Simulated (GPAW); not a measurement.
# OH/Ir(111) in an electric field, part 2 of 2

Aim: the dipole that a field along the normal induces in OH/Ir(111).

GPAW 26.7.0; GPAW, PAW setups; slab in vacuum, relaxation (the session's first sound run).

So far. Step 4 (Field on): The dipole is now 0.0195 e Å, against 0.10 in the run without a field. Step 5 (In a field): The dipole is now 0.0606 e Å, against 0.10 in the run without a field.

## Step 8: In a field

The input, run.py:

```python
import json
import numpy as np
from ase import Atoms
from gpaw import GPAW, PW
from gpaw.external import ConstantElectricField

slab = Atoms(
    ['Ir', 'Ir', 'Ir', 'Ir', 'O', 'H'],
    positions=[
        [0.00000, 0.00000, 7.00000],
        [1.35765, 0.78384, 9.21703],
        [2.71529, 1.56767, 11.44825],
        [-0.00000, 0.00000, 13.61333],
        [2.71529, 1.56767, 15.32977],
        [2.71529, 1.56767, 16.31282]],
    cell=[[2.71529, 0.0, 0.0], [1.35765, 2.35151, 0.0], [0.0, 0.0, 22.98285]],
    pbc=[True, True, False])

slab.calc = GPAW(mode=PW(500), xc='PBE', kpts={'size': (13, 13, 1), 'gamma': True},
                 occupations={'name': 'fermi-dirac', 'width': 0.1}, nbands='160%',
                 convergence={'density': 1e-05}, maxiter=200,
                 poissonsolver={'dipolelayer': 'xy'},
                 external=ConstantElectricField(0.1, [0, 0, 1]),
                 symmetry={'tolerance': 1e-3}, txt='slab.txt')
result = {}
energy = slab.get_potential_energy()
fermi = slab.calc.get_fermi_level()
v = slab.calc.get_electrostatic_potential().mean((0, 1)) - fermi
n = slab.calc.get_pseudo_density().mean((0, 1))
L = slab.cell[2, 2]
z = np.arange(len(v)) * L / len(v)
low, high = slab.positions[:, 2].min(), slab.positions[:, 2].max()
below, above = np.interp([low - 4.8, high + 4.8], z, v)
slopes = [np.interp(x, z, np.gradient(v, z)) for x in (low - 4.8, high + 4.8)]
eps = np.array([[slab.calc.get_eigenvalues(k, s) for k in range(len(slab.calc.get_ibz_k_points()))]
                for s in range(slab.calc.get_number_of_spins())]) - fermi
top, bottom = eps[eps < 0].max(), eps[eps > 0].min()
dipole = slab.get_dipole_moment()[2]
print(f'energy {energy:.4f} eV, Fermi level {fermi:.4f} eV, dipole {dipole:.5f} e A')
print(f'potential 4.8 A off the faces, from the Fermi level: lower {below:.4f} eV, upper {above:.4f} eV')
print(f'slope of the potential there: lower {slopes[0]:.5f}, upper {slopes[1]:.5f} eV/A')
print(f'nearest levels on the mesh: {top:.4f} and {bottom:.4f} eV')
print('magnetic moment', round(slab.get_magnetic_moment(), 3))
result.update(energy=energy, fermi=fermi, dipole=dipole, below=below, above=above, slopes=slopes, edges=[top, bottom],
              z=z.tolist(), v=v.tolist(), n=n.tolist(), positions=slab.positions.tolist(),
              forces=slab.get_forces(apply_constraint=False).tolist(), moments=slab.get_magnetic_moments().tolist())
json.dump(result, open('result.json', 'w'))
```

Launch:

```bash
$ OMP_NUM_THREADS=1 OPENBLAS_NUM_THREADS=1 python run.py
```

What it wrote:

```text
energy -44.5213 eV, Fermi level 3.7922 eV, dipole 0.14196 e A
potential 4.8 A off the faces, from the Fermi level: lower 6.1891 eV, upper 2.1647 eV
slope of the potential there: lower -0.00004, upper 0.00029 eV/A
nearest levels on the mesh: -0.0016 and 0.0089 eV
magnetic moment 0.0
```

Wall time 12 min (1 thread of Arm Neoverse V1, shared host); peak memory 0.6 GiB.

The dipole is now 0.142 e Å, against 0.10 in the run without a field.

## Step 9: In a field

run.py: that of step 8 with these lines changed.

```diff
@@ -22,3 +22,3 @@
                  poissonsolver={'dipolelayer': 'xy'},
-                 external=ConstantElectricField(0.1, [0, 0, 1]),
+                 external=ConstantElectricField(0.2, [0, 0, 1]),
                  symmetry={'tolerance': 1e-3}, txt='slab.txt')
```

What it wrote:

```text
energy -44.5376 eV, Fermi level 3.7697 eV, dipole 0.18238 e A
potential 4.8 A off the faces, from the Fermi level: lower 6.8044 eV, upper 1.6347 eV
slope of the potential there: lower -0.00012, upper 0.00026 eV/A
nearest levels on the mesh: -0.0027 and 0.0095 eV
magnetic moment 0.0
```

Run time: 12 min. Hardware: 1 thread; peak memory 0.6 GiB.

The electrostatic potential energy of an electron (without an applied field's), less the Fermi level, planar mean oscillates, so the rows of the table below give means over windows of 2.2 Å about each position, cut where the curve ends. Its maxima inside the range that stand out by 2 % of the span (Å: eV): 1.5: 6.80, 8.1: -1.11, 10.3: -1.67, 12.5: -2.79, 14.7: -1.41, 16.0: 0.406. Its minima: 7.0: -30.0, 9.2: -30.9, 11.5: -31.4, 13.6: -31.7, 15.3: -11.4, 16.4: -1.24.

Table of electrostatic potential energy of an electron (without an applied field's), less the Fermi level, planar mean by z; means over each step:

| z (Å) | electrostatic potential energy of an electron (without an applied field's), less the Fermi level, planar mean (eV) |
| --- | --- |
| 1.10 | 6.58 |
| 3.30 | 6.79 |
| 5.50 | 2.19 |
| 7.70 | -13.7 |
| 9.90 | -14.5 |
| 12.10 | -15.6 |
| 14.30 | -14.7 |
| 16.50 | -0.668 |
| 18.70 | 1.61 |
| 20.90 | 1.63 |

The dipole is now 0.182 e Å, against 0.10 in the run without a field.

## Step 10: Field on

run.py: that of step 9 with these lines changed.

```diff
@@ -22,3 +22,3 @@
                  poissonsolver={'dipolelayer': 'xy'},
-                 external=ConstantElectricField(0.2, [0, 0, 1]),
+                 external=ConstantElectricField(0.3, [0, 0, 1]),
                  symmetry={'tolerance': 1e-3}, txt='slab.txt')
```

What it wrote:

```text
energy -44.5579 eV, Fermi level 3.7459 eV, dipole 0.22279 e A
potential 4.8 A off the faces, from the Fermi level: lower 7.4227 eV, upper 1.1078 eV
slope of the potential there: lower -0.00026, upper 0.00024 eV/A
nearest levels on the mesh: -0.0034 and 0.0094 eV
magnetic moment 0.0
```

Run time: 15 min. Hardware: 1 thread; peak memory 0.59 GiB.

The dipole is now 0.223 e Å, against 0.10 in the run without a field.

## Step 11: The series

The members are put on one axis.

This step: induced dipole against applied field (GPAW 26.7.0).

The dipole along the normal by field:

```csv
field (V/Å),dipole along the normal (e·Å)
-0.200,0.0195
-0.100,0.0606
-0.050,0.0810
0.000,0.101
0.050,0.122
0.100,0.142
0.200,0.182
0.300,0.223
```

## Step 12: Results

* work function, upper and lower face: 2.701 and 5.574 eV
* dipole along the normal: 0.101 e Å
* induced dipole per field: 0.406 e Å per V/Å
* out-of-plane polarisability per area, α/(ε0 A): 11.5 Å

In words: The field induces 0.406 e Å per V/Å, a polarisable thickness α/(ε0 A) of 11.5 Å beside 9.31 Å between the outermost nuclei. A perfect conductor would give the distance between its two image planes; a dielectric of thickness t gives t(1 - 1/ε). The two faces differ by 2.9 eV, the step that the slab's dipole makes (e p/(ε0 A) gives 2.9 eV), so the dipole layer is needed. The induced dipole is linear in the field over this range. The cell of 6.39 Å² holds one OH, started on one chosen site; other sites and coverages weren't tried. The in-plane lattice was kept as typed, which isn't the functional's own and leaves some strain; spin-orbit coupling and temperature are left out.

[Logs are printed without paths, hosts, clocks, repeated set-up lines and the standing remarks that a program may print on its own settings, such as how far it seeks lower states.]

[Hosts, paths, dates, database ids (printed as entryN), source tags and the programs' standing remarks are cut or masked in the printed files.]
